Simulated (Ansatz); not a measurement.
**GaAs (F-43m): thermal expansion from first principles**

Wanted: α(T), C_P(T) and B(T) of GaAs in the quasi-harmonic approximation.

Experimental results on record:
- volume expansion coefficient 16.2 1e-6/K, heat capacity C_P per formula unit 46.8 J/mol/K and bulk modulus 74.8 GPa near room temperature (given in “High-Throughput Prediction of Finite-Temperature Properties using the Quasi-Harmonic Approximation”, 2016, arXiv:1603.06924)

Calculated with Ansatz 0.2.0; DFT LDA, scalar-relativistic, plane waves, PAW, in the first sound run; inputs show where later runs differ.

Report form: inputs, costs, results and the conclusion, without the logs.

**1. Set-up**

The structure is cubic, space group F-43m (No. 216). The conventional cell has a = 5.654 Å, b = 5.654 Å, c = 5.654 Å, α = 90.00°, β = 90.00°, γ = 90.00°. Nearest to Ga lie 4 As at 2.45 Å. Nearest to As lie 4 Ga at 2.45 Å. Farther neighbours, and contacts between anions beyond the nearest, are not listed.

**2. Probe on a coarse mesh**

Before spending time, one coarse run tells the gap and the pressure of the starting cell.

Input file input.yaml:

```yaml
crystal:
  lattice:
    - [0.0, 2.82685, 2.82685]
    - [2.82685, 0.0, 2.82685]
    - [2.82685, 2.82685, 0.0]
  atoms:
    - { symbol: Ga, position: [0.0, 0.0, 0.0] }
    - { symbol: As, position: [0.25, 0.25, 0.25] }
kpoints:
  mp_grid: { grid: [6, 6, 6] }
hamiltonian:
  xc: lda
scf:
  occupations: { method: gaussian, width: 0.1 }
  lower_state_search: "off"
output:
  forces: true
  stress: true
  eigenvalues: true
```

Command:

```
ansatz run input.yaml --threads 8 --pin off --max-ram 16384MiB --backend cpu --events-out ev --progress --plain --runs-dir out
```

Run time: 0.44 s. Hardware: 8 threads of Arm Neoverse V1, shared host; peak memory 0.34 GiB.

Read from the output:

| Quantity | Value |
| --- | --- |
| pressure | -1.918 GPa |
| volume per atom | 22.59 Å³/atom |
| gap on the k-mesh | 0.2800 eV |

The start is under -1.9 GPa at this level and looks like an insulator or semiconductor on this mesh.

**3. Relaxation**

The vibrations must be taken about the equilibrium of this functional, not about the starting cell, so the structure is relaxed.

input.yaml, the sections that differ from step 2:

```yaml
kpoints:
  mp_grid: { grid: [12, 12, 12] }
scf:
  occupations: { method: gaussian, width: 0.01 }
  lower_state_search: "off"
relax:
  adjacent_minimum: "off"
  f_tol: 0.005
  max_steps: 80
  cell: { stress_tol: 0.05 }
# crystal, hamiltonian, output: as in step 2
```

Wall time 3.9 s (8 threads); peak memory 0.46 GiB; 27 s of CPU time.

The steps of the relaxation:

```csv
step,energy less that of the first step (eV),largest force component (eV/Å),pressure (GPa),volume (Å³)
1,0.0000,0.0000,-1.88,45.18
2,-0.0071,0.0000,-0.35,44.19
3,-0.0074,0.0000,0.02,43.97
4*,-0.0072,0.0000,0.02,43.97
```

Relaxation steps marked * repeat the geometry before them on a plane-wave basis chosen anew for their cell, so energy and pressure can jump there.

Forces are held to the 24 operations that the program found; a distortion that breaks them can't arise in this run.

```csv
"conventional cell, symmetrised",before,after,change
a (Å),5.654,5.603,-0.9 %
b (Å),5.654,5.603,-0.9 %
c (Å),5.654,5.603,-0.9 %
volume (Å³/atom),22.59,21.98,-2.7 %
```

The relaxed structure:

```cif
data_structure
_symmetry_space_group_name_H-M 'P 1'
_symmetry_Int_Tables_number 1
_cell_length_a 3.9618
_cell_length_b 3.9618
_cell_length_c 3.9618
_cell_angle_alpha 60.000
_cell_angle_beta 60.000
_cell_angle_gamma 60.000
_cell_volume 43.97
loop_
_atom_site_label
_atom_site_type_symbol
_atom_site_fract_x
_atom_site_fract_y
_atom_site_fract_z
_atom_site_occupancy
Ga1 Ga 0.00000 0.00000 0.00000 1
As2 As 0.25000 0.25000 0.25000 1
```

Read from the output:

| Property | Result |
| --- | --- |
| pressure | 0.01727 GPa |
| gap on the k-mesh | 0.4886 eV |
| volume per atom | 21.98 Å³/atom |

The relaxation ends with a pressure of 0.02 GPa.

**4. Tight relaxation**

The relaxation is repeated with tighter thresholds on force and stress, since phonons are sensitive to what is left.

input.yaml, the sections that differ from step 3:

```yaml
crystal:
  lattice:
    - [0.0, 2.8014019407, 2.8014019407]
    - [2.8014019407, 0.0, 2.8014019407]
    - [2.8014019407, 2.8014019407, 0.0]
  atoms:
    - { symbol: Ga, position: [0.0, 0.0, 0.0] }
    - { symbol: As, position: [0.25, 0.25, 0.25] }
scf:
  occupations: { method: fixed }
  lower_state_search: "off"
relax:
  adjacent_minimum: "off"
  f_tol: 0.001
  max_steps: 60
  cell: { stress_tol: 0.01 }
# kpoints, hamiltonian, output: as in step 3
```

Run time: 2.9 s. Hardware: 8 threads; peak memory 0.45 GiB.

Little changed from the start: no atom moved by 0.005 Å and no cell edge by 0.1 %.

Numbers from this step:

- pressure: 0.003571 GPa
- gap on the k-mesh: 0.4872 eV
- volume per atom: 21.99 Å³/atom

The residual pressure is 0.0036 GPa, small enough for phonons.

**5. Phonons on strained cells, q-mesh 2×2×2**

Thermal expansion follows from how the phonon free energy changes with strain, so the program makes strained cells, their phonons and a fit in one run.

input.yaml, the sections that differ from step 4:

```yaml
crystal:
  lattice:
    - [0.0, 2.8015748695, 2.8015748695]
    - [2.8015748695, 0.0, 2.8015748695]
    - [2.8015748695, 2.8015748695, 0.0]
  atoms:
    - { symbol: Ga, position: [0.0, 0.0, 0.0] }
    - { symbol: As, position: [0.25, 0.25, 0.25] }
output:
  eigenvalues: true
phonons:
  method: dfpt
  qmesh: [2, 2, 2]
  temperatures: { t_max: 800.0, t_step: 50 }
  thermal_expansion: {}
# kpoints, hamiltonian, scf: as in step 4
# relax: removed
```

It took 4.7 min on 8 threads; peak memory 1.6 GiB; 34 min of CPU time.

Numbers from this step:

```yaml
pressure: 0.002186 GPa
gap_on_the_k_mesh: 0.4873 eV
volume_expansion_coefficient_at_298_k: 14.34 1e-6/K
c_p_at_298_k: 23.21 J/mol-atom/K
entropy_at_298_k: 33.04 J/mol-atom/K
isothermal_bulk_modulus_at_298_k: 71.00 GPa
grueneisen_parameter_at_298_k: 0.5855
volume_at_298_k: 22.11 Å³/atom
principal_linear_expansion_coefficients_at_298_k: 4.778, 4.778, 4.778 1e-6/K
```

Strained cells of the study; zero-point energy where phonons were solved; the pressures are stresses at the typed cutoff and can carry an offset from the finite basis. Expansion cells, by row:

```csv
cell,|a| (Å),|b| (Å),|c| (Å),V (Å³/atom),E - E_lowest (meV/atom),"pressure, compression positive (GPa)",gap (eV),zero-point energy (meV/atom)
1,3.962,3.962,3.962,21.99,0,-0.01,0.4873,-
2,3.994,3.994,3.994,22.52,2.844,-1.689,0.3076,-
3,3.931,3.931,3.931,21.47,2.981,1.866,0.6702,-
4,3.962,3.962,3.962,22,0,-0.031,0.4852,33.85
5,3.982,3.982,3.982,22.33,1.165,-1.102,0.3723,33.3
6,3.972,3.972,3.972,22.15,0.265,-0.54,0.4324,33.59
7,3.99,3.99,3.99,22.46,2.247,-1.51,0.3275,33.09
8,3.923,3.923,3.923,21.35,4.605,2.348,0.7145,-
9,3.943,3.943,3.943,21.67,1.117,1.118,0.5993,-
10,4.004,4.004,4.004,22.7,4.969,-2.196,0.2496,-
```

Quasi-harmonic; a, b, c are the run's own cell vectors. Expansion, by row:

```csv
T (K),a (Å),b (Å),c (Å),alpha (deg),beta (deg),gamma (deg),cell volume (Å³/cell),alpha_a (1e-6/K),alpha_b (1e-6/K),alpha_c (1e-6/K),alpha_V (1e-6/K),C_P (J/mol-atom/K),C_V (J/mol-atom/K),S (J/mol-atom/K),B_T (GPa),B_S (GPa),Grueneisen,extrapolation,fit error (1e-6/K)
0,3.967,3.967,3.967,60,60,60,44.14,0,0,0,0,0,0,0,73.29,73.29,-,0,0
50,3.967,3.967,3.967,60,60,60,44.13,-1.11,-1.11,-1.11,-3.32,6.954,6.954,4.174,73.21,73.22,-0.465,0,0
100,3.967,3.967,3.967,60,60,60,44.13,1.08,1.08,1.08,3.23,14.56,14.56,11.46,72.91,72.91,0.215,0,0
150,3.967,3.967,3.967,60,60,60,44.15,2.87,2.87,2.87,8.6,19.01,19,18.31,72.47,72.51,0.436,0,0
200,3.968,3.968,3.968,60,60,60,44.17,3.85,3.85,3.85,11.56,21.27,21.24,24.12,71.99,72.08,0.521,0,0.01
250,3.969,3.969,3.969,60,60,60,44.2,4.42,4.42,4.42,13.27,22.5,22.45,29.01,71.49,71.62,0.562,0,0.01
298.1,3.969,3.969,3.969,60,60,60,44.22,4.78,4.78,4.78,14.33,23.21,23.15,33.04,71,71.18,0.586,0,0.01
300,3.969,3.969,3.969,60,60,60,44.23,4.79,4.79,4.79,14.37,23.23,23.17,33.18,70.98,71.16,0.586,0,0.01
350,3.97,3.97,3.97,60,60,60,44.26,5.04,5.04,5.04,15.13,23.69,23.62,36.8,70.47,70.69,0.602,0,0.02
400,3.971,3.971,3.971,60,60,60,44.29,5.24,5.24,5.24,15.71,24.01,23.92,39.99,69.95,70.22,0.613,0,0.02
450,3.973,3.973,3.973,60,60,60,44.33,5.39,5.39,5.39,16.17,24.24,24.13,42.83,69.44,69.75,0.621,0,0.02
500,3.974,3.974,3.974,60,60,60,44.36,5.52,5.52,5.52,16.56,24.41,24.28,45.39,68.92,69.28,0.628,0,0.02
550,3.975,3.975,3.975,60,60,60,44.4,5.64,5.64,5.64,16.91,24.54,24.4,47.73,68.41,68.81,0.634,0,0.02
600,3.976,3.976,3.976,60,60,60,44.44,5.74,5.74,5.74,17.22,24.64,24.48,49.87,67.89,68.34,0.639,0,0.01
650,3.977,3.977,3.977,60,60,60,44.48,5.84,5.84,5.84,17.52,24.73,24.55,51.84,67.38,67.87,0.644,0,0.01
700,3.978,3.978,3.978,60,60,60,44.52,5.93,5.93,5.93,17.8,24.8,24.61,53.68,66.87,67.41,0.648,0,0.01
750,3.979,3.979,3.979,60,60,60,44.56,6.02,6.02,6.02,18.07,24.87,24.65,55.39,66.36,66.94,0.653,0,0.02
800,3.981,3.981,3.981,60,60,60,44.6,6.11,6.11,6.11,18.33,24.93,24.69,57,65.85,66.48,0.657,0,0.03
```

Expansion coefficient against temperature; values in 1e-6/K:

```csv
temperature (K),volume,principal 1
0,0,0
50,-3.32,-1.11
100,3.23,1.08
150,8.6,2.87
200,11.6,3.85
250,13.3,4.42
298,14.3,4.78
300,14.4,4.79
350,15.1,5.04
400,15.7,5.24
450,16.2,5.39
500,16.6,5.52
550,16.9,5.64
600,17.2,5.74
650,17.5,5.84
700,17.8,5.93
750,18.1,6.02
800,18.3,6.11
```

At 298 K the volume expansion is 14.3 × 10⁻⁶/K and B_T is 71.0 GPa. The log warns that this q-mesh is too narrow, so the figure can be far off. The program raised the cutoff to 487.2 eV by itself: with no cutoff typed, the study takes about 1.16 times the default for its relaxations and scales it with the volume for the phonons.

**6. The quasi-harmonic study, q-mesh 4×4×4**

The study relaxes the crystal at several strains, solves the phonons on some of them and minimises energy plus vibrational free energy at each temperature; the q-mesh sets how far the force constants reach.

input.yaml, as its differences from that of step 5:

```diff
@@ -19,3 +19,3 @@
   method: dfpt
-  qmesh: [2, 2, 2]
+  qmesh: [4, 4, 4]
   temperatures: { t_max: 800.0, t_step: 50 }
```

The job ended after 21 min (8 threads; peak memory 3.8 GiB; 2.6 h of CPU time).

This step gave:

| Quantity | Value |
| --- | --- |
| volume expansion coefficient at 298 K | 18.69 1e-6/K |
| C_P at 298 K | 23.29 J/mol-atom/K |
| entropy at 298 K | 32.68 J/mol-atom/K |
| isothermal bulk modulus at 298 K | 71.18 GPa |
| Grüneisen parameter at 298 K | 0.7650 |
| volume at 298 K | 22.14 Å³/atom |
| principal linear expansion coefficients at 298 K | 6.229, 6.229, 6.229 1e-6/K |

Strained cells of the study; zero-point energy where phonons were solved; the pressures are stresses at the typed cutoff and can carry an offset from the finite basis. Expansion cells, by row:

```csv
cell,|a| (Å),|b| (Å),|c| (Å),V (Å³/atom),E - E_lowest (meV/atom),"pressure, compression positive (GPa)",gap (eV),zero-point energy (meV/atom)
1,3.962,3.962,3.962,21.99,0,-0.01,0.4873,-
2,3.994,3.994,3.994,22.52,2.844,-1.689,0.3076,-
3,3.931,3.931,3.931,21.47,2.981,1.866,0.6702,-
4,3.962,3.962,3.962,22,0,-0.031,0.4852,33.71
5,3.982,3.982,3.982,22.33,1.165,-1.102,0.3723,33.14
6,3.973,3.973,3.973,22.17,0.329,-0.599,0.4262,33.41
7,3.993,3.993,3.993,22.52,2.795,-1.675,0.3091,32.82
8,3.923,3.923,3.923,21.35,4.605,2.348,0.7145,-
9,3.943,3.943,3.943,21.67,1.117,1.118,0.5993,-
10,4.009,4.009,4.009,22.78,6.18,-2.431,0.2221,-
```

Quasi-harmonic; a, b, c are the run's own cell vectors. Expansion, by row:

```csv
T (K),a (Å),b (Å),c (Å),alpha (deg),beta (deg),gamma (deg),cell volume (Å³/cell),alpha_a (1e-6/K),alpha_b (1e-6/K),alpha_c (1e-6/K),alpha_V (1e-6/K),C_P (J/mol-atom/K),C_V (J/mol-atom/K),S (J/mol-atom/K),B_T (GPa),B_S (GPa),Grueneisen,extrapolation,fit error (1e-6/K)
0,3.967,3.967,3.967,60,60,60,44.14,0,0,0,0,0,0,0,73.3,73.3,-,0,0
50,3.967,3.967,3.967,60,60,60,44.14,-0.07,-0.07,-0.07,-0.2,6.848,6.848,3.685,73.25,73.25,-0.029,0,0
100,3.967,3.967,3.967,60,60,60,44.15,2.43,2.43,2.43,7.29,14.67,14.67,10.99,72.98,73,0.482,0,0
150,3.968,3.968,3.968,60,60,60,44.17,4.28,4.28,4.28,12.85,19.11,19.09,17.89,72.57,72.66,0.65,0,0.01
200,3.969,3.969,3.969,60,60,60,44.21,5.29,5.29,5.29,15.87,21.36,21.31,23.73,72.12,72.28,0.715,0,0.01
250,3.97,3.97,3.97,60,60,60,44.24,5.87,5.87,5.87,17.61,22.58,22.5,28.64,71.65,71.88,0.747,0,0.01
298.1,3.971,3.971,3.971,60,60,60,44.28,6.23,6.23,6.23,18.69,23.29,23.19,32.68,71.18,71.49,0.765,0,0.02
300,3.971,3.971,3.971,60,60,60,44.28,6.24,6.24,6.24,18.72,23.31,23.21,32.82,71.17,71.47,0.766,0,0.02
350,3.972,3.972,3.972,60,60,60,44.33,6.5,6.5,6.5,19.5,23.77,23.65,36.45,70.68,71.05,0.778,0,0.02
400,3.974,3.974,3.974,60,60,60,44.37,6.69,6.69,6.69,20.08,24.09,23.94,39.65,70.19,70.63,0.787,0,0.02
450,3.975,3.975,3.975,60,60,60,44.41,6.85,6.85,6.85,20.56,24.33,24.15,42.5,69.7,70.21,0.793,0,0.02
500,3.976,3.976,3.976,60,60,60,44.46,6.99,6.99,6.99,20.96,24.5,24.3,45.08,69.21,69.79,0.799,0,0.01
550,3.978,3.978,3.978,60,60,60,44.51,7.1,7.1,7.1,21.31,24.64,24.41,47.42,68.71,69.36,0.804,0,0.01
600,3.979,3.979,3.979,60,60,60,44.56,7.21,7.21,7.21,21.64,24.75,24.5,49.57,68.22,68.93,0.808,0,0.01
650,3.981,3.981,3.981,60,60,60,44.6,7.31,7.31,7.31,21.94,24.85,24.56,51.55,67.72,68.51,0.813,0,0.01
700,3.982,3.982,3.982,60,60,60,44.65,7.41,7.41,7.41,22.23,24.93,24.62,53.4,67.23,68.08,0.816,0,0.02
750,3.984,3.984,3.984,60,60,60,44.7,7.51,7.51,7.51,22.52,25,24.66,55.12,66.73,67.65,0.82,0,0.03
800,3.985,3.985,3.985,60,60,60,44.75,7.6,7.6,7.6,22.79,25.07,24.7,56.73,66.23,67.23,0.824,0,0.04
```

Expansion coefficient against temperature; values in 1e-6/K:

```csv
temperature (K),volume,principal 1
0,0,0
50,-0.2,-0.07
100,7.29,2.43
150,12.8,4.28
200,15.9,5.29
250,17.6,5.87
298,18.7,6.23
300,18.7,6.24
350,19.5,6.5
400,20.1,6.69
450,20.6,6.85
500,21.0,6.99
550,21.3,7.1
600,21.6,7.21
650,21.9,7.31
700,22.2,7.41
750,22.5,7.51
800,22.8,7.6
```

Changing the q-mesh (2×2×2 → 4×4×4) takes the volume expansion at 298 K from 14.3 to 18.7 × 10⁻⁶/K and B_T from 71.0 to 71.2 GPa.

**7. A new level, relaxed again**

The functional, the potentials or the cutoff change, so the crystal is relaxed again at the new setting.

This step: DFT PBE, scalar-relativistic, plane waves, PAW (Ansatz 0.2.0).

input.yaml, the sections that differ from step 6:

```yaml
hamiltonian:
  xc: pbe
output:
  forces: true
  stress: true
  eigenvalues: true
relax:
  adjacent_minimum: "off"
  f_tol: 0.001
  max_steps: 60
  cell: { stress_tol: 0.01 }
# crystal, kpoints, scf: as in step 6
# phonons: removed
```

Wall time 5.4 s (8 threads); peak memory 0.49 GiB; 38 s of CPU time.

The steps of the relaxation:

```csv
step,energy less that of the first step (eV),largest force component (eV/Å),pressure (GPa),volume (Å³)
1,0.0000,0.0000,5.47,43.98
2,-0.0514,0.0000,1.08,46.62
3,-0.0538,0.0000,0.13,47.31
4,-0.0538,0.0000,0.00,47.41
5*,-0.0546,0.0000,0.01,47.41
```

Relaxation steps marked * repeat the geometry before them on a plane-wave basis chosen anew for their cell, so energy and pressure can jump there.

The run keeps the 24 symmetry operations that the program found, so distortions that break them were not tested.

```csv
"conventional cell, symmetrised",before,after,change
a (Å),5.603,5.745,+2.5 %
b (Å),5.603,5.745,+2.5 %
c (Å),5.603,5.745,+2.5 %
volume (Å³/atom),21.99,23.70,+7.8 %
```

The relaxed structure:

```
Ga As
1.0
     0.00000    2.87261    2.87261
     2.87261    0.00000    2.87261
     2.87261    2.87261    0.00000
Ga As
1 1
Direct
  0.00000 0.00000 0.00000
  0.25000 0.25000 0.25000
```

Read from the output:

* pressure: 0.007693 GPa
* gap on the k-mesh: 0.1614 eV
* volume per atom: 23.70 Å³/atom

The residual pressure is 0.0077 GPa, small enough for phonons.

**8. Phonons on strained cells, q-mesh 4×4×4**

input.yaml, the sections that differ from step 7:

```yaml
crystal:
  lattice:
    - [0.0, 2.8726066961, 2.8726066961]
    - [2.8726066961, 0.0, 2.8726066961]
    - [2.8726066961, 2.8726066961, 0.0]
  atoms:
    - { symbol: Ga, position: [0.0, 0.0, 0.0] }
    - { symbol: As, position: [0.25, 0.25, 0.25] }
output:
  eigenvalues: true
phonons:
  method: dfpt
  qmesh: [4, 4, 4]
  temperatures: { t_max: 800.0, t_step: 50 }
  thermal_expansion: {}
# kpoints, hamiltonian, scf: as in step 7
# relax: removed
```

It took 22 min on 8 threads; peak memory 4 GiB.

The run stopped after its SCF cycle had converged; no result of it is taken.

The program's message: “phonons.thermal_expansion: the phonons of cell 8: a DFPT response about bands that are each full or empty needs each spin channel's highest filled band to stand apart from its lowest empty one at ever …”

**9. What came out**

| Property | Result |
| --- | --- |
| settings of these figures | LDA, 487.2 eV, k 12×12×12, q 4×4×4 |
| volume expansion coefficient at 298 K | 18.69 1e-6/K |
| C_P at 298 K | 23.29 J/mol-atom/K |
| entropy at 298 K | 32.68 J/mol-atom/K |
| isothermal bulk modulus at 298 K | 71.18 GPa |
| Grüneisen parameter at 298 K | 0.7650 |
| volume at 298 K | 22.14 Å³/atom |
| principal linear expansion coefficients at 298 K | 6.229, 6.229, 6.229 1e-6/K |

**Reading.** Near room temperature GaAs expands by 18.7 × 10⁻⁶/K in volume at this level, with C_P = 23.3 J/(mol K) per mole of atoms and B_T = 71.2 GPa. C_P at room temperature is 93 % of the classical 3R an atom, near the Dulong–Petit value that C_V approaches. A measured volume expansion coefficient near room temperature is 16.2 1e-6/K (arXiv:1603.06924); the calculated 18.7 1e-6/K differs by +15 %. A measured bulk modulus near room temperature is 74.8 GPa (arXiv:1603.06924); the calculated 71.2 GPa differs by -5 %. The table does not say whether its value is isothermal or adiabatic. A measured heat capacity per formula unit near room temperature is 46.8 J/mol/K (arXiv:1603.06924); the calculated 46.6 J/mol/K agrees within half a per cent. The expansion still moved strongly between the settings tried, so its convergence is not shown. Changing the q-mesh moves the volume expansion at 298 K between 14.3 and 18.7 × 10⁻⁶/K, while the CPU time spans a factor of 4.7. The interpolation has no quadrupole term, so branches near the zone centre are less sure, since some sites of this crystal are not centres of inversion.

[Long decimals in the printed logs are rounded to 6 places.]

[Logs are printed without paths, hosts, clocks, repeated set-up lines and the standing remarks that a program may print on its own settings, such as how far it seeks lower states.]

[Hosts, paths, dates, database ids (printed as entryN), source tags and the programs' standing remarks are cut or masked in the printed files.]

[Where the starting crystal was built by hand or by swapping elements, it need not be the compound's stable phase.]

[A step with changed settings may run another functional than the one named; its input shows which.]

[Pressures of single members of a volume series are the stress at the run's cutoff; with an incomplete basis they can lie off −dE/dV of the same runs, and they are not shown converged.]
